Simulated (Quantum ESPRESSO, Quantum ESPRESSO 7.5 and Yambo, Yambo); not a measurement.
**Excitons of NbInO4 (P2/c): kernels and approximations**

Wanted: excitons and ε₂ of NbInO4 (P2/c), with cost.

Calculated with Quantum ESPRESSO 7.5 and Yambo 5.3.0; LDA and many-body steps on it, plane waves.

## Step 1: Starting point

Symmetry: P2/c, No. 13, monoclinic system. Conventional cell: a = 4.835 Å, b = 5.771 Å, c = 5.144 Å, α = 90.00°, β = 91.13°, γ = 90.00°. Nearest to Nb lie 6 O at 1.88 to 2.15 Å. Nearest to In lie 6 O at 2.10 to 2.23 Å. O has 1 Nb at 1.88 Å and 2 In at 2.15 to 2.23 Å nearest. O has 2 Nb at 1.98 to 2.15 Å and 1 In at 2.10 Å nearest. Farther neighbours and most contacts between anions are not listed.

The cell and positions come from the Crystallography Open Database and are kept as given unless a step says otherwise.

## Step 2: Empty states on the mesh, 4×2×2 mesh, 269 bands

This step: Quantum ESPRESSO 7.5; DFT, LDA, plane waves, norm-conserving pseudopotentials.

The sums over transitions need many empty states on a uniform mesh; this step solves for them.

File pw.in:

```
&control
  calculation = 'nscf'
  prefix = 'x'
  outdir = 'o'
  pseudo_dir = 'pseudo'
/
&system
  ibrav = 0
  nat = 12
  ntyp = 3
  ecutwfc = 80.0
  nbnd = 269
  force_symmorphic = .true.
/
&electrons
  conv_thr = 1e-9
  electron_maxstep = 80
  diago_full_acc = .true.
  diago_thr_init = 5e-6
/
ATOMIC_SPECIES
  Nb 92.906 Nb.upf
  In 114.82 In.upf
  O 15.999 O.upf
CELL_PARAMETERS angstrom
  4.8355000000 0.0000000000 -0.0000000000
  0.0000000000 5.7709000000 0.0000000000
  -0.1014445258 0.0000000000 5.1429996119
ATOMIC_POSITIONS crystal
  Nb 0.0000000000 0.1779000000 0.2500000000
  Nb 0.0000000000 0.8221000000 0.7500000000
  In 0.5000000000 0.6825000000 0.2500000000
  In 0.5000000000 0.3175000000 0.7500000000
  O 0.2600000000 0.6180000000 0.9010000000
  O 0.7400000000 0.6180000000 0.5990000000
  O 0.7400000000 0.3820000000 0.0990000000
  O 0.2600000000 0.3820000000 0.4010000000
  O 0.2170000000 0.8980000000 0.4380000000
  O 0.7830000000 0.8980000000 0.0620000000
  O 0.7830000000 0.1020000000 0.5620000000
  O 0.2170000000 0.1020000000 0.9380000000
K_POINTS automatic
  4 2 2 0 0 0
```

Run with:

```sh
OMP_NUM_THREADS=1 mpirun -n 4 pw.x -nk 4 -in pw.in > pw.out
```

What it wrote:

```text
Program PWSCF v.7.5 starts

     This program is part of the open-source Quantum ESPRESSO suite
     for quantum simulation of materials; please cite
         "P. Giannozzi et al., J. Phys.:Condens. Matter 21 395502 (2009);
         "P. Giannozzi et al., J. Phys.:Condens. Matter 29 465901 (2017);
         "P. Giannozzi et al., J. Chem. Phys. 152 154105 (2020);
     in publications or presentations arising from this work. More details at

     Atomic positions and unit cell read from directory:
     o/x.save/

     Message from routine setup:
[...]
19.6521  20.2794  20.8659  21.4039  21.4665  21.5341  22.7939  23.0143
     [... 22 further rows ...]
    74.5453  74.7391  74.9308  75.1099  75.6516  75.7329  75.7596  76.1418
    76.9642  77.0623  77.3729  77.4119  77.6272

          k = 0.0000-0.4190-0.4701 ( 11680 PWs)   bands (ev):

     [... further k-points ...]

     highest occupied, lowest unoccupied level (ev):     9.5819   12.8444

     XML data file, pseudopotentials, collected wavefunctions

=------------------------------------------------------------------------------=
   JOB DONE.
=------------------------------------------------------------------------------=
```

The job ended after 2.1 min (4 MPI ranks of Arm Neoverse V1, shared host; peak memory 1.4 GiB).

This step gave:

| Quantity | Value |
| --- | --- |
| gap | 3.262 eV |
| k of the valence top | -0.5, 0, 0 |
| k of the conduction bottom | 0.25, 0, -0.5 |
| least direct gap | 3.374 eV |
| k points computed | 12 |
| lowest point of the top converged band, above the valence top | 67.2696 eV |

On this mesh the gap is 3.262 eV.

The density comes from a self-consistent run that is not shown.

## Step 3: Conversion and set-up

This step: Yambo 5.3.0; conversion and set-up on LDA, plane waves, norm-conserving pseudopotentials.

The states are converted to the many-body program's format and the q mesh is built.

Run with:

```sh
(cd o/x.save; p2y > p2y.log; mv SAVE ../..); yambo > setup.log
```

What it wrote:

```text
 Yambo, version 5.3.0

 [02] CORE Variables Setup
 =========================

  [02.01] Unit cells
  ==================

  Cell kind             :  Unknown
  Atoms in the cell     :  Nb  In  O
  number of Nb atoms    :  2
  number of In atoms    :  2
  number of O  atoms    :   8

  List of atomic masses
  Mass of Nb    :  92.90600
  Mass of In    :  114.8200
  Mass of O     :  15.99900

  List of atomic coordinates    : [cc]
  Nb1       : -0.047926  1.940074  2.429715  order 1
  Nb2       : -0.143777  8.965346  7.289146  order 2
[...]
K/Q-points units:
 rlu = crystal or reduced units; cc = cartesian coordinates; iku = interal k-units

 Q [ 1]         [rlu]:  0.000000  0.000000  0.000000
 Q [ 2]         [rlu]: -0.96193E-18   0.0000     -0.50000
 Q [ 3]         [rlu]:  0.000000 -0.500000  0.000000
[...]
Q [ 8]         [rlu]:  0.250000 -0.500000 -0.500000
 Q [ 9]         [rlu]: -0.50000       0.0000     -0.71075E-19
 Q [10]         [rlu]:  0.500000  0.000000 -0.500000
 Q [11]         [rlu]: -0.50000     -0.50000     -0.71075E-19
 Q [12]         [rlu]:  0.500000  0.500000 -0.500000

  [03.01] X indexes
  =================

   [03.01.01] Sigma indexes
   ========================

 [06] Game Over & Game summary
```

It took 4.4 s on 1 MPI rank; peak memory 0.26 GiB.

## Step 4: Screening and self-energy, 4×2×2 mesh, 269 bands, screening to 149.7 eV

Now the one-shot GW correction: screening in the RPA, then the self-energy of the levels asked for.

This step: G0W0 on LDA, plane waves, norm-conserving pseudopotentials.

File gw1.in:

```
HF_and_locXC
gw0
dyson
ppa
em1d
rim_cut
RandQpts= 1000000
RandGvec= 1 RL
EXXRLvcs= 80 Ry
VXCRLvcs= 320 Ry
Chimod= "HARTREE"
% BndsRnXp
 1 | 269 |
%
NGsBlkXp= 11 Ry
% LongDrXp
 1 | 1 | 1 |
%
% GbndRnge
 1 | 269 |
%
DysSolver= "n"
ExtendOut
PPAPntXp= 27.21138 eV
% QPkrange
 9 | 9 | 57 | 60 |
 6 | 6 | 57 | 60 |
 3 | 3 | 57 | 60 |
 1 | 1 | 57 | 60 |
%
```

Run with:

```sh
OMP_NUM_THREADS=2 mpirun -n 2 yambo -F gw1.in -J gw1 -C gw1 > gw1.log
```

What it wrote:

```text
 Yambo, version 5.3.0

 [02] CORE Variables Setup
 =========================

  [... cell, symmetries and grids as in the set-up ...]

  [02.05] Energies & Occupations
  ==============================

  [X] === General ===
  [X] Electronic Temperature                        :  0.000000  0.000000 [eV K]
  [X] Bosonic    Temperature                        :  0.000000  0.000000 [eV K]
  [X] Finite Temperature mode                       : no
  [X] El. density                                   :  0.80827E+24 [cm-3]
[...]
QP @ state[ 2 ] b range                          :   57   60
   QP @ state[ 3 ] K range                          :   6   6
   QP @ state[ 3 ] b range                          :   57   60
   QP @ state[ 4 ] K range                          :   9   9
   QP @ state[ 4 ] b range                          :   57   60
   GF energies kind                                 : Slater exchange(X)+Perdew & Wang(C)
   GF WF`s kind                                     : Slater exchange(X)+Perdew & Wang(C)
   Xs energies kind                                 : Slater exchange(X)+Perdew & Wang(C)
   Xs WF`s kind                                     : Slater exchange(X)+Perdew & Wang(C)

 [11] Game Over & Game summary
```

Run time: 19 min. Hardware: 2 MPI ranks; peak memory 2.9 GiB; 76 min of CPU time.

Numbers from this step:

- G0W0 gap on the mesh: 4.900 eV
- starting gap on the mesh: 3.262 eV
- k of the valence top: 0, -0.5, 0
- k of the conduction bottom: 0.25, 0, -0.5
- least direct G0W0 gap on the computed points: 4.996 eV

The gap on the mesh goes from 3.26 eV to 4.90 eV, a correction of +1.64 eV.

The gap opens by 1.637 eV; the next steps shift the empty bands rigidly by 1.623 eV, the correction at the start's least direct gap.

## Step 5: Excitons

Light makes an electron and a hole together. The Bethe-Salpeter equation adds their screened attraction and their exchange, in a window of bands around the gap.

This step: Bethe-Salpeter equation on LDA with a scissors shift, plane waves, norm-conserving pseudopotentials.

File bse3.in:

```
optics
bss
bse
em1s
dipoles
rim_cut
RandQpts= 1000000
RandGvec= 1 RL
Chimod= "HARTREE"
BSKmod= "SEX"
BSEmod= "resonant"
BSSmod= "d"
BSENGexx= 30 Ry
BSENGBlk= 6 Ry
% BSEQptR
 1 | 1 |
%
% BSEBands
 37 | 68 |
%
% BEnRange
 0 | 10 | eV
%
% BDmRange
 0.1 | 0.1 | eV
%
BEnSteps= 101
% BLongDir
 1 | 0 | 0 |
%
% BndsRnXs
 1 | 156 |
%
NGsBlkXs= 6 Ry
% LongDrXs
 1 | 1 | 1 |
%
% KfnQP_E
 1.623 | 1.0 | 1.0 |
%
WRbsWF
```

Run with:

```sh
OMP_NUM_THREADS=2 mpirun -n 2 yambo -F bse3.in -J bse3 -C bse3 > bse3.log
```

What it wrote:

```text
 Yambo, version 5.3.0

 [02] CORE Variables Setup
 =========================

  [... cell, symmetries and grids as in the set-up ...]

  [02.05] Energies & Occupations
  ==============================

  [X] === General ===
  [X] Electronic Temperature                        :  0.000000  0.000000 [eV K]
  [X] Bosonic    Temperature                        :  0.000000  0.000000 [eV K]
  [X] Finite Temperature mode                       : no
  [X] El. density                                   :  0.80827E+24 [cm-3]
  [X] Fermi Level                                   :  9.581940 [eV]

  [X] === Gaps and Widths ===
  [X] Conduction Band Min                           :  3.262425 [eV]
  [X] Valence Band Max                              :  0.000000 [eV]
  [X] Filled Bands                                  :   58
  [X] Empty Bands                                   :   59  269
  [X] Direct Gap                                    :  3.373775 [eV]
  [X] Direct Gap localized at k                     :  3
  [X] Indirect Gap                                  :  3.262425 [eV]
  [X] Indirect Gap between kpts                     :   9   6
  [X] Last valence band width                       :  0.342098 [eV]
  [X] 1st conduction band width                     :  0.695949 [eV]

 [03] Transferred momenta grid and indexing
 ==========================================

 [BZ sampling] Q-grid is User defined and/or read from the database

 IBZ Q-points                                      :  12
 BZ  Q-points                                      :  16

 K/Q-points units:
 rlu = crystal or reduced units; cc = cartesian coordinates; iku = interal k-units

 Q [ 1]         [rlu]:  0.000000  0.000000  0.000000
 Q [ 2]         [rlu]: -0.96193E-18   0.0000     -0.50000
 Q [ 3]         [rlu]:  0.000000 -0.500000  0.000000
 Q [ 4]         [rlu]: -0.96193E-18 -0.50000     -0.50000
 Q [ 5]         [rlu]:  0.25000       0.0000      0.35538E-19
 Q [ 6]         [rlu]:  0.250000  0.000000 -0.500000
 Q [ 7]         [rlu]:  0.25000     -0.50000      0.35538E-19
 Q [ 8]         [rlu]:  0.250000 -0.500000 -0.500000
 Q [ 9]         [rlu]: -0.50000       0.0000     -0.71075E-19
 Q [10]         [rlu]:  0.500000  0.000000 -0.500000
 Q [11]         [rlu]: -0.50000     -0.50000     -0.71075E-19
 Q [12]         [rlu]:  0.500000  0.500000 -0.500000

  [03.01] X + BSE indexes
  =======================

   [03.01.01] Sigma indexes
   ========================

 [04] Coloumb potential Random Integration (RIM)
 ===============================================

  [04.01] RIM initialization
  ==========================

  * Diagonal components only detected *

  8 x (sBL volume)        :  0.128059 [a.u.]
  sBZ random points       :  1000000
  Points outside the sBZ  :   7991612
  RL volume               :  0.256119 [a.u.]
  Integrated volume       :  0.256388 [a.u.]

  [04.02] RIM integrals
  =====================

  Gamma point sphere radius             :  0.091430 [a.u.]
  Points outside the sphere             :   800999
  [Int_sBZ(q=0) 1/q^2]*(Vol_sBZ)^(-1/3) =:  7.394754
                                 should be <:  7.795600

  Summary of Coulomb integrals for non-metallic bands |Q|[au] RIM/Bare

  Q [1] 0.100000E-4 0.948581 * Q [5] 0.171935 0.778806
  Q [3] 0.288076 1.095968 * Q [2] 0.323247 1.157035
  Q [7] 0.335484 1.039545 * Q [9] 0.343870 0.933137
  Q [6] 0.363123 1.088725 * Q [4] 0.432986 1.088402
  Q [11] 0.448592 0.995617 * Q [8] 0.463515 1.060313
  Q [10] 0.467280 1.017899 * Q [12] 0.548943 1.021118

 [05] External/Internal QP corrections
 =====================================

 [QP_apply] Action to be applied: USER defined scissor

  [05.01]  QP corrections report
  ==============================

  [K+QP] === General ===
  [K+QP] Electronic Temperature                     :  0.000000  0.000000 [eV K]
  [K+QP] Bosonic    Temperature                     :  0.000000  0.000000 [eV K]
  [K+QP] Finite Temperature mode                    : no
  [K+QP] El. density                                :  0.80827E+24 [cm-3]
[...]
[coarse-grid] Minimum Bare Gap        [ev]:  3.262425
  [coarse-grid] Minimum Gap Correction  [ev]:  1.623000

  Eqp @ K [ 1]
  -112.5422 -112.5420  -71.1673  -71.1656  -71.1580  -71.1566  -71.1347  -71.1338
  -54.15434 -54.12845 -30.58357 -30.49826 -30.45850 -30.35870 -30.34951 -30.30218
  -17.30091 -16.49685 -16.14864 -16.14702 -16.12373 -15.85293 -15.58989 -15.49033
  -12.09271 -12.07691 -12.03158 -12.00414 -11.89909 -11.89044 -11.87155 -11.81366
  -11.66136 -11.46150  -5.63069  -5.46069  -4.71053  -4.11098  -3.94669  -3.57725
  -3.537319 -3.099972 -2.741785 -2.640539 -2.473957 -2.232247 -2.043726 -1.761320
[...]
[... 3 further rows ...]
[...]
Eqp @ K [ 2]
[...]
[... 3 further rows ...]
[...]
Eqp @ K [ 3]
[...]
[... 3 further rows ...]
[...]
Eqp @ K [ 4]
[...]
[... 3 further rows ...]
[...]
Eqp @ K [ 5]
[...]
[... 3 further rows ...]
[...]
Eqp @ K [ 6]
[...]
[... 3 further rows ...]
[...]
Eqp @ K [ 7]
[...]
[... 3 further rows ...]
[...]
Eqp @ K [ 8]
[...]
[... 3 further rows ...]
[...]
Eqp @ K [ 9]
[...]
12.24302  12.41034  12.72566  12.94636  13.24444  14.04748  14.74289  15.38381
     [... 45 further rows ...]
   26.06147  26.06147  26.77987  26.77988  27.67281  27.67281  28.41802  28.41802
   29.01371  29.01371  29.91008  29.91008  30.74329  30.74329  31.00604  31.00604

 [06] Dipoles
 ============

  [06.01] Setup: observables and procedures
  =========================================

  [WARNING] [x,Vnl] slows the Dipoles computation. To neglect it rename the ns.kb_pp file

  [WARNING] [r,Vnl^pseudo] included in position and velocity dipoles.

  [WARNING] In case H contains other non local terms, these are neglected

 [07] Static Dielectric Matrix
 =============================

 [WR./bse3//ndb.em1s]------------------------------------------------------------
  Brillouin Zone Q/K grids (IBZ/BZ)                :  12  16  12  16
  RL vectors                                       :  13917 [WF]
  Coulomb cutoff potential                         : none
  Electronic Temperature                           :  0.000000 [K]
  Bosonic    Temperature                           :  0.000000 [K]
  Static diel. fun.  energies                      : Slater exchange(X)+Perdew & Wang(C)
  wavefunctions                                    : Slater exchange(X)+Perdew & Wang(C)
  Global Gauge                                     : length
  X matrix size                                    :  245
  X band range                                     :    1  156
  X e/h energy range                               : -1.000000 -1.000000 [eV]
  X Time ordering                                  : T
  X Hxc Kernel                                     : HARTREE
  X Drude frequency                                :  0.000000  0.000000
  X poles                                          :  100.0000 [o/o]
  RL vectors in the sum                            :  13917
  [r,Vnl] included                                 : yes
  Field direction                                  :  0.577350E-5  0.577350E-5  0.577350E-5
  BZ energy Double Grid                            : no
  BZ energy DbGd points                            : 0
  BZ Q point size factor                           : -1.000000
  X Optical Averaged directions                    : none

 [08] Bethe Salpeter Equation driver
 ===================================

  [08.01] Bethe Salpeter Equation @q1
  ===================================

   [08.01.01] Transition pre-analysis @q1
   ======================================

   [08.01.02] Transition Groups build-up @q1
   =========================================

   [BSK] Transition groups (total):  24
   [BSK] Size (resonant):   3520
   [BSK]         (total):   3520
   [BSK] N. of matrices :  1

   [08.01.03] Loading Dipoles @q1
   ==============================

   [08.01.04] Independent Particles properties @q1
   ===============================================

   ==========================================================

   [BSE] Exchange components :  2695
   [BSE] Correlation components :   245   681

    [08.01.05.01] Screened interaction header I/O
    =============================================

    [08.01.05.02] Main kernel loop
    ==============================

    [08.01.05.03] Wave-Function Phases
    ==================================

    [BSE] WF phases found       :  70.83333 [o/o]

   [08.01.06] BSE solver(s) @q1
   ============================

   [08.01.07] Diago Solver @q1
   ===========================

 [11] Game Over & Game summary
```

It took 7.3 min on 2 MPI ranks; peak memory 1.7 GiB; 24 min of CPU time.

This step gave:

- transitions in the window: 3520
- direct gap of the transition levels: 4.997 eV
- lowest state: 4.436 eV
- first strong exciton (over a fiftieth of the strongest listed): 4.534 eV
- binding of the lowest state below the direct gap: 0.5603 eV
- Coulomb term of one mesh cell: 0.5787 eV

The binding is 0.97 times the screened Coulomb term of one mesh cell (0.58 eV), so it is not shown settled.

The lowest state lies at 4.436 eV, 0.560 eV under the direct gap.

Lines within 3 meV are set at the lowest of them, and the highest group, which the list may cut short, is left out. Exciton lines, with heights relative to the strongest:

```tsv
position (eV)	lines merged	strength, relative
4.436	1	0.3
4.451	1	0.0
4.508	1	0.0
4.534	1	54
4.541	1	1.1
4.588	2	71
4.643	1	66
4.649	2	57
4.668	1	0.0
4.685	1	0.2
4.696	1	0.0
4.700	1	0.0
4.737	2	11
4.779	1	4.7
4.791	1	100
4.799	1	0.0
4.815	1	0.0
4.828	1	0.0
4.846	2	4.3
```

The ε₂ has structure finer than the step of the table below, so its rows give means over 0.5 eV, whole bins alone (the curve runs from 0 to 10 eV). Peaks (eV: height): BSE 5.30: 8.15, 6.00: 7.59, 8.70: 4.09; no electron-hole interaction 6.00: 10.7, 6.40: 10.6, 9.80: 4.58.

Field along x; broadening 0.1 eV; transition window only. Limits: finite bands, cutoff and mesh; no spin-orbit coupling; coarse k mesh; exciton not shown settled in the k mesh. Table of ε₂ by photon energy; means over each step:

```tsv
photon energy (eV)	BSE	no electron-hole interaction
0.5	0.0248	0.0217
1.0	0.0299	0.0257
1.5	0.0367	0.0309
2.0	0.0466	0.0379
2.5	0.0615	0.0478
3.0	0.0865	0.0627
3.5	0.136	0.0869
4.0	0.281	0.132
4.5	1.63	0.244
5.0	4.39	1.12
5.5	7.05	3.39
6.0	7.01	9.18
6.5	5.85	8.83
7.0	5.47	6.52
7.5	4.91	4.84
8.0	3.24	4.38
8.5	3.73	3.41
9.0	3.60	3.52
9.5	2.89	3.85
```

(Continued in part 2 of 3.)

[Paths, hosts, dates, memory and timing lines, banners, echoed tables and standing remarks are left out of the program output.]

[Logs are printed without paths, hosts, clocks, repeated set-up lines and the standing remarks that a program may print on its own settings, such as how far it seeks lower states.]

[Runs of the session that timed out or met a known fault of the program may be left out.]

[Hosts, paths, dates, database ids (printed as entryN), source tags and the programs' standing remarks are cut or masked in the printed files.]
